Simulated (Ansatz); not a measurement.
**Dielectric function and optical constants of RbZnCl3 (model structure)**

Aim: the dielectric function of RbZnCl3 (model structure), and the optical constants that follow from it. The structure is a model built here, which may or may not match a known phase. It was built so: All Cd replaced by Zn and Cs replaced by Rb in the Pm-3m structure of CsCdCl3.

Main program and level: Ansatz 0.2.0; DFT, PBE, plane-wave PAW, default files, scalar-relativistic, independent-particle optical response without local fields.

Most raw output is cut from this account.

## 1. Starting point

The structure is cubic, space group Pm-3m (No. 221). Conventional cell: a = 4.890 Å, b = 4.890 Å, c = 4.890 Å, α = 90.00°, β = 90.00°, γ = 90.00°. Rb has 12 Cl at 3.46 Å nearest. Nearest to Zn lie 6 Cl at 2.44 Å. Nearest to Cl lie 2 Zn at 2.44 Å and 4 Rb at 3.46 Å. All Cd replaced by Zn and Cs replaced by Rb in the Pm-3m structure of CsCdCl3. Farther neighbours and most contacts between anions are not listed.

## 2. Relaxation

The structure was built or cut out here, so it is relaxed before any spectrum is computed.

This step: DFT, PBE, plane-wave PAW, default files, scalar-relativistic, relaxation (Ansatz 0.2.0).

Input file input.yaml:

```yaml
crystal:
  lattice:
    - [4.88979827, 0.0, 0.0]
    - [0.0, 4.88979827, 0.0]
    - [0.0, 0.0, 4.88979827]
  atoms:
    - { symbol: Rb, position: [0.0, 0.0, 0.0] }
    - { symbol: Zn, position: [0.5, 0.5, 0.5] }
    - { symbol: Cl, position: [0.5, 0.5, 0.0] }
    - { symbol: Cl, position: [0.5, 0.0, 0.5] }
    - { symbol: Cl, position: [0.0, 0.5, 0.5] }
kpoints:
  mp_grid: { grid: [5, 5, 5] }
scf:
  occupations: { method: fermi_dirac, width: 0.05 }
hamiltonian:
  xc: pbe
  pseudopotentials: { kind: paw }
output:
  forces: true
  stress: true
relax:
  f_tol: 0.02
  max_steps: 50
  cell: {}
```

The run is started by

```sh
$ ansatz run input.yaml --threads 2 --pin off --max-ram 5120MiB --backend cpu --events-out ev --progress --plain --runs-dir out
```

Wall time 4.3 s (2 threads of Intel Xeon Platinum 8488C (Sapphire Rapids), shared host); peak memory 0.44 GiB.

Relaxation path:

```tsv
step	energy less that of the first step (eV)	largest force component (eV/Å)	pressure (GPa)	volume (Å³)
1	0.0000	0.0000	2.98	116.92
2	-0.0639	0.0000	1.02	122.22
3	-0.0738	0.0000	0.12	125.18
4	-0.0739	0.0000	0.01	125.57
5*	-0.0753	0.0000	0.01	125.57
```

Relaxation steps marked * repeat the geometry before them on a plane-wave basis chosen anew for their cell, so energy and pressure can jump there.

The run keeps the 48 symmetry operations that it works with, so distortions that break them were not tested.

```tsv
conventional cell, symmetrised	before	after	change
a (Å)	4.890	5.008	+2.4 %
b (Å)	4.890	5.008	+2.4 %
c (Å)	4.890	5.008	+2.4 %
volume (Å³/atom)	23.38	25.11	+7.4 %
```

The relaxed structure:

```xyz
5
Lattice="5.0077 0.0000 0.0000 0.0000 5.0077 0.0000 0.0000 0.0000 5.0077" Properties=species:S:1:pos:R:3 pbc="T T T"
Rb    0.0000    0.0000    0.0000
Zn    2.5038    2.5038    2.5038
Cl    2.5038    2.5038    0.0000
Cl    2.5038    0.0000    2.5038
Cl    0.0000    2.5038    2.5038
```

The relaxation ends with a pressure of 0.01 GPa.

## 3. Ground state and bands

The self-consistent density comes first; it also tells whether there is a gap, which decides the occupations and the need for a Drude term.

This step: DFT, PBE, plane-wave PAW, default files, scalar-relativistic, ground state (Ansatz 0.2.0).

Input file input.yaml:

```yaml
crystal:
  lattice:
    - [5.0076525969, 0.0, 0.0]
    - [0.0, 5.0076525969, 0.0]
    - [0.0, 0.0, 5.0076525969]
  atoms:
    - { symbol: Rb, position: [0.0, 0.0, 0.0] }
    - { symbol: Zn, position: [0.5, 0.5, 0.5] }
    - { symbol: Cl, position: [0.5, 0.5, 0.0] }
    - { symbol: Cl, position: [0.5, 0.0, 0.5] }
    - { symbol: Cl, position: [0.0, 0.5, 0.5] }
kpoints:
  mp_grid: { grid: [5, 5, 5] }
  band_path:
    path:
      - [[0.0, 0.0, 0.0], [0.0, 0.5, 0.0], [0.5, 0.5, 0.0], [0.0, 0.0, 0.0], [0.5, 0.5, 0.5], [0.0, 0.5, 0.0]]
      - [[0.5, 0.5, 0.0], [0.5, 0.5, 0.5]]
    npoints: 11
scf:
  occupations: { method: fermi_dirac, width: 0.05 }
  n_extra_bands: 9
hamiltonian:
  xc: pbe
  pseudopotentials: { kind: paw }
output:
  forces: true
  stress: true
  populations: true
  write_bands: true
  write_density: true
  write_potential: true
  elf: true
  volumetric_format: npy
```

The job ended after 3.1 s (2 threads; peak memory 0.47 GiB).

This step gave:

* free energy: -9831.9926 eV
* Fermi energy: 3.662 eV
* gap by band count: 1.471 eV
* electrons: 42
* symmetry operations: 48
* pressure: 0.005349 GPa
* volume: 125.6 Å³
* gap on the path: 1.393 eV
* least direct gap on the path: 1.809 eV

There is a gap, 1.39 eV on the path, so no carriers' term is needed. The cell is left with a pressure of 0.0 GPa after its relaxation.

Electronic bands along the path, in eV, zero at the Fermi level; v1 is the highest filled band, c1 the lowest empty one:

```tsv
point	v4	v3	v2	v1	c1	c2	c3	c4
Γ	-1.48	-1.17	-1.17	-1.17	0.64	5.08	6.20	6.20
0.45 of the way	-1.56	-1.56	-1.26	-1.26	1.72	5.73	6.63	6.74
X	-1.67	-1.67	-1.37	-1.37	3.44	6.87	7.45	7.62
0.55 of the way	-1.73	-1.59	-1.20	-1.04	4.08	6.95	7.57	7.91
M	-1.78	-1.78	-0.90	-0.78	5.26	6.57	6.57	8.16
0.55 of the way	-1.62	-1.40	-1.38	-1.05	2.39	6.24	7.01	7.12
Γ	-1.48	-1.17	-1.17	-1.17	0.64	5.08	6.20	6.20
0.55 of the way	-1.99	-1.09	-1.01	-1.01	3.47	6.73	7.31	7.31
R	-0.89	-0.76	-0.76	-0.76	5.49	5.49	5.49	6.46
0.45 of the way	-1.33	-1.15	-1.05	-0.97	4.47	6.33	7.19	7.23
X	-1.67	-1.67	-1.37	-1.37	3.44	6.87	7.45	7.62
jump to M	-1.78	-1.78	-0.90	-0.78	5.26	6.57	6.57	8.16
0.45 of the way	-1.19	-1.19	-0.90	-0.77	5.41	6.08	6.08	7.20
R	-0.89	-0.76	-0.76	-0.76	5.49	5.49	5.49	6.46
```

Electrostatic potential energy in the ac plane at fractional y = 0.500, with atoms of Zn and Cl within 0.2 Å of it. With pseudopotentials it is smooth inside the atoms' cores, unlike the true potential.

Ten even steps from '_' (-46 eV) to '@' (9 eV), each cell a mean:
```
@@@@@@@@%%==____..**@@@@@@@@
@@@@@@@@@@##==--++%%@@@@@@@@
@@@@@@@@@@@@%%%%%%@@@@@@@@@@
@@@@@@@@@@@@%%%%%%@@@@@@@@@@
**##@@@@@@##**++**%%@@@@%%**
..--##@@%%++::::--**%%%%++..
____++%%##--..__::++%%%%--__
__..**%%##==....::**%%%%==__
--++%%@@%%**==--++##@@@@##==
%%@@@@@@@@%%####%%@@@@@@@@%%
@@@@@@@@@@@@%%%%@@@@@@@@@@@@
@@@@@@@@@@%%**++##@@@@@@@@@@
@@@@@@@@@@++..__--##@@@@@@@@
@@@@@@@@%%--____..**@@@@@@@@
```
Atoms in or near the plane, at fractional coordinates: Zn at (0.50, 0.50), Cl at (0.50, 0.00), Cl at (0.00, 0.50).

Valence density in the ac plane at fractional y = 0.500, with atoms of Zn and Cl within 0.2 Å of it. It is the smooth field of the valence electrons, not physical close to the nuclei.

Values in e/Å³, 14 rows by 14 columns, each cell a mean:
```
 0  0  0  0  1  1  1  1  2  1  0  0  0  0
 0  0  0  0  0  1  1  1  1  1  0  0  0  0
 0  0  0  0  0  0  1  1  0  0  0  0  0  0
 0  0  0  0  0  0  0  0  0  0  0  0  0  0
 1  1  0  0  0  0  1  1  0  0  0  0  1  1
 2  1  1  0  0  1  4  7  2  0  0  0  1  2
 0  2  1  0  0  2 18 33  7  1  0  1  1  1
 1  2  1  0  0  1 10 18  4  1  0  1  1  1
 2  1  1  0  0  0  1  2  1  0  0  0  1  1
 1  0  0  0  0  0  0  0  0  0  0  0  0  1
 0  0  0  0  0  0  0  0  0  0  0  0  0  0
 0  0  0  0  0  1  1  1  1  0  0  0  0  0
 0  0  0  0  0  1  2  2  1  1  0  0  0  0
 0  0  0  0  1  2  1  0  2  1  0  0  0  0
```
Atoms in or near the plane, at fractional coordinates: Zn at (0.50, 0.50), Cl at (0.50, 0.00), Cl at (0.00, 0.50).

## 4. Spectrum

The spectrum is a sum over vertical transitions between filled and empty bands at the fixed density, so many empty bands are needed.

This step: DFT, PBE, plane-wave PAW, default files, scalar-relativistic, independent-particle optical response without local fields (Ansatz 0.2.0).

input.yaml, the sections that differ from step 3:

```yaml
kpoints:
  mp_grid: { grid: [5, 5, 5] }
scf:
  occupations: { method: fixed }
output:
  optics:
    e_range: [0, 40]
    de: 0.05
    sigma: 0.1
    nscf_kmesh: { grid: [6, 6, 6] }
    bands: auto
# crystal, hamiltonian: as in step 3
```

Wall time 32 s (2 threads); peak memory 1 GiB.

Numbers from this step:

| Property | Result |
| --- | --- |
| electronic dielectric constant ε∞, mean over x, y and z (by symmetry where fewer were run) | 3.886 |
| absorption onset, first axis (α over 10⁴ cm⁻¹, or the direct gap if that lies higher) | 1.846 eV |
| main peak of Im epsilon, first axis | 9.337 eV |
| centre of weight of the strongest loss peak in the window | 22.27 eV |
| photocurrent from vertical transitions in a film 500 nm thick on a perfect mirror (two passes), AM1.5G, no front reflection, all carriers collected | 17.83 mA/cm² |
| least direct gap on the mesh | 1.809 eV |
| bands summed | 101 |
| spectra valid up to | 38.05 eV |
| program's estimate of the k-sum error in Im epsilon | 0.06 % |
| electrons in the f-sum | 29.65 |

The Im ε, any direction has structure finer than the step of the table below, so its rows give means over 1 eV, whole bins alone (the curve runs from 0 to 30.8 eV). Peaks (eV: height): 5.6: 2.84, 9.3: 5.15, 11.9: 3.72, 17.5: 2.19.

The Im ε, any direction by photon energy; means over each step:

```tsv
photon energy (eV)	Im ε, any direction
1	0
2	0.386
3	0.732
4	0.870
5	2.20
6	2.47
7	2.44
8	3.51
9	4.40
10	3.38
11	2.60
12	3.23
13	1.93
14	1.35
15	1.35
16	1.70
17	2.01
18	1.70
19	1.11
20	0.920
21	0.492
22	0.396
23	0.285
24	0.301
25	0.326
26	0.196
27	0.190
28	0.122
29	0.0979
30	0.106
```

Re ε, any direction against photon energy:

photon energy (eV), Re ε, any direction and a bar from the least value:
```
        0       3.89 #########################
        1       3.99 #########################
        2       4.49 ############################
        3       4.18 ##########################
        4       4.45 ############################
        5       4.86 ##############################
        6       3.35 ######################
        7       3.57 #######################
        8       3.71 ########################
        9       2.45 #################
       10       0.96 #########
       11       0.72 #######
       12       0.42 ######
       13      -0.19 ##
       14       0.39 ######
       15       0.46 ######
       16       0.93 ########
       17       0.28 #####
       18       0.12 ####
       19      -0.62 
       20      -0.31 ##
       21      -0.13 ###
       22       0.05 ####
       23       0.19 ####
       24       0.29 #####
       25       0.37 #####
       26       0.34 #####
       27       0.40 ######
       28       0.46 ######
       29       0.54 ######
       30       0.58 #######
```

Values under 1 per cm are given as 1. Table of absorption coefficient, any direction by photon energy:

```tsv
photon energy (eV)	absorption coefficient, any direction (1/cm)
0.00	1
1.00	1
2.00	23714
3.00	54198
4.00	80242
5.00	2.6e5
6.00	3.8e5
7.00	4.4e5
8.00	6.8e5
9.00	9.9e5
10.00	1.2e6
11.00	1.2e6
12.00	1.6e6
13.00	1.4e6
14.00	9.7e5
15.00	1.1e6
16.00	1.2e6
17.00	1.5e6
18.00	1.5e6
19.00	1.8e6
20.00	1.7e6
21.00	1.2e6
22.00	1.0e6
23.00	6.4e5
24.00	6.5e5
25.00	6.2e5
26.00	3.6e5
27.00	3.8e5
28.00	2.4e5
29.00	1.9e5
30.00	2.1e5
```

The reflectivity at normal incidence, any direction has structure finer than the step of the table below, so its rows give means over 1 eV, whole bins alone (the curve runs from 0 to 30.8 eV). Peaks (eV: height): 5.2: 17.1, 9.5: 27.3, 12.3: 30.1, 17.7: 26.1, 18.9: 35.7, 20.4: 35.2, 22.3: 22.8.

The reflectivity at normal incidence, any direction by photon energy; means over each step:

```tsv
photon energy (eV)	reflectivity at normal incidence, any direction (%)
1	11.1
2	12.6
3	12.3
4	13.5
5	16.7
6	14.6
7	14.8
8	18.6
9	22.3
10	21.7
11	16.4
12	23.6
13	22.0
14	13.1
15	10.1
16	10.3
17	16.3
18	21.4
19	29.1
20	25.8
21	27.5
22	19.8
23	13.2
24	7.60
25	7.29
26	7.20
27	4.83
28	3.82
29	2.41
30	1.80
```

The loss function −Im 1/ε at q → 0, any direction has structure finer than the step of the table below, so its rows give means over 1 eV, whole bins alone (the curve runs from 0 to 30.8 eV). Peaks (eV: height): 21.6: 2.66, 22.4: 3.19, 25.5: 1.88, 26.8: 1.14.

The loss function −Im 1/ε at q → 0, any direction by energy loss; means over each step:

```tsv
energy loss (eV)	loss function −Im 1/ε at q → 0, any direction
1	0
2	0.0198
3	0.0402
4	0.0409
5	0.0793
6	0.132
7	0.125
8	0.133
9	0.175
10	0.288
11	0.344
12	0.289
13	0.519
14	0.688
15	0.625
16	0.457
17	0.480
18	0.585
19	0.831
20	0.978
21	1.89
22	2.52
23	2.39
24	1.53
25	1.48
26	1.29
27	0.893
28	0.545
29	0.324
30	0.292
```

Optical constants at common wavelengths, from n + ik = √ε:

```tsv
wavelength (nm)	n	k	R (%)	1/α
1550	1.99	0.000	10.9	over 1 mm
1064	2.01	0.000	11.2	over 1 mm
800	2.05	0.000	11.9	over 1 mm
405	2.05	0.179	12.2	180 nm
365	2.06	0.184	12.4	158 nm
248	2.26	0.508	17.0	39 nm
193	2.00	0.539	13.9	28 nm
```

Rows near the edge hang on the gap, which this functional as a rule makes too small, and phonon-assisted absorption is left out.

A film 1 µm thick would pass 3 % of daylight and look red, dark in transmission (x = 0.538, y = 0.381). A larger true gap would move the edge to shorter wavelengths and change the colour.

The f-sum over the summed bands holds 29.7 of the cell's 42 electrons outside the frozen cores, 8 of which lie in bands more than 12 eV below the Fermi level, whose transitions come at higher energies. Up to 31 eV the strength has a mean oscillator energy of 10.3 eV, close to the main peak.

## 5. Static response with local fields

A static field by perturbation theory: the induced potential is included, and the Born charges come with it.

This step: DFT, PBE, plane-wave PAW, default files, scalar-relativistic, static field response by perturbation theory with local fields (Ansatz 0.2.0).

Changes to input.yaml since step 4:

```diff
@@ -18,8 +18,2 @@
   pseudopotentials: { kind: paw }
-output:
-  optics:
-    e_range: [0, 40]
-    de: 0.05
-    sigma: 0.1
-    nscf_kmesh: { grid: [6, 6, 6] }
-    bands: auto
+dielectric: {}
```

Run time: 17 s. Hardware: 2 threads; peak memory 0.69 GiB; 33 s of CPU time.

Read-outs, printed or worked out from the files:

* electronic dielectric constant ε∞, mean over x, y and z (by symmetry where fewer were run): 3.625

ε∞ with local fields:

```
3.63 0.00 0.00
0.00 3.63 0.00
0.00 0.00 3.63
```

Diagonal elements. Born, by row:

```tsv
atom	Z*xx (e)	Z*yy (e)	Z*zz (e)
Rb1	1.281	1.281	1.281
Zn2	2.906	2.906	2.906
Cl3	-0.831	-0.831	-2.525
Cl4	-0.831	-2.525	-0.831
Cl5	-2.525	-0.831	-0.831
```

Mean Born charges are Rb +1.28, Zn +2.91 and Cl -1.40, against formal valences of +1, +2 and -1. That of Zn exceeds its valence by 45 %, the mark of charge moving along hybridised bonds as the atoms shift.

## 6. Results

```json
{
 "gap on the path": "1.39 eV",
 "least direct gap on the path": "1.81 eV",
 "electronic dielectric constant ε∞, mean over x, y and z (by symmetry where fewer were run) (independent particles)": "3.89",
 "absorption onset, first axis (α over 10⁴ cm⁻¹, or the direct gap if that lies higher)": "1.85 eV",
 "main peak of Im epsilon, first axis": "9.34 eV",
 "centre of weight of the strongest loss peak in the window, first axis": "22.3 eV",
 "photocurrent from vertical transitions in a film 500 nm thick on a perfect mirror (two passes), AM1.5G, no front reflection, all carriers collected": "17.8 mA/cm²",
 "electronic dielectric constant ε∞, mean over x, y and z (by symmetry where fewer were run) (static response with local fields)": "3.63"
}
```

In words: At this level (PBE, independent particles) RbZnCl3 has ε∞ = 3.89 (3.63 with local fields) and n = 1.99 at 1550 nm; absorption sets in near 1.8 eV, and Im ε peaks at 9.3 eV. The cell grew by 7.4 % in volume. The gap is indirect (1.39 eV), so absorption without phonons can begin only at the direct gap of 1.81 eV. The absorption coefficient passes 10⁴ cm⁻¹ at 1.85 eV, inside the visible range. The strongest loss structure up to 31 eV has its centre of weight at 22.3 eV; a free-electron gas of the 29.7 electrons in the f-sum would put its plasmon at 18.0 eV. Distinct maxima of Im ε, read by a parabola through the highest points, lie at 8.46 eV (4.4), 9.34 eV (5.2), 10.06 eV (3.7) and 11.89 eV (3.7). The f-sum over the summed bands holds 29.7 of the cell's 42 electrons outside the frozen cores, 8 of which lie in bands more than 12 eV below the Fermi level, whose transitions come at higher energies. Up to 31 eV the strength has a mean oscillator energy of 10.3 eV, close to the main peak. A film 1 µm thick would pass 3 % of daylight and look red, dark in transmission (x = 0.538, y = 0.381). A larger true gap would move the edge to shorter wavelengths and change the colour. In the base spectrum excitons and phonon-assisted transitions are missing, and so are local fields; PBE gaps are as a rule too small, which pulls the onset down and ε∞ up. In the base run ε includes the program's bounded estimate of what the bands above those summed add.

[Logs are printed without paths, hosts, clocks, repeated set-up lines and the standing remarks that a program may print on its own settings, such as how far it seeks lower states.]

[Hosts, paths, dates, database ids (printed as entryN), source tags and the programs' standing remarks are cut or masked in the printed files.]
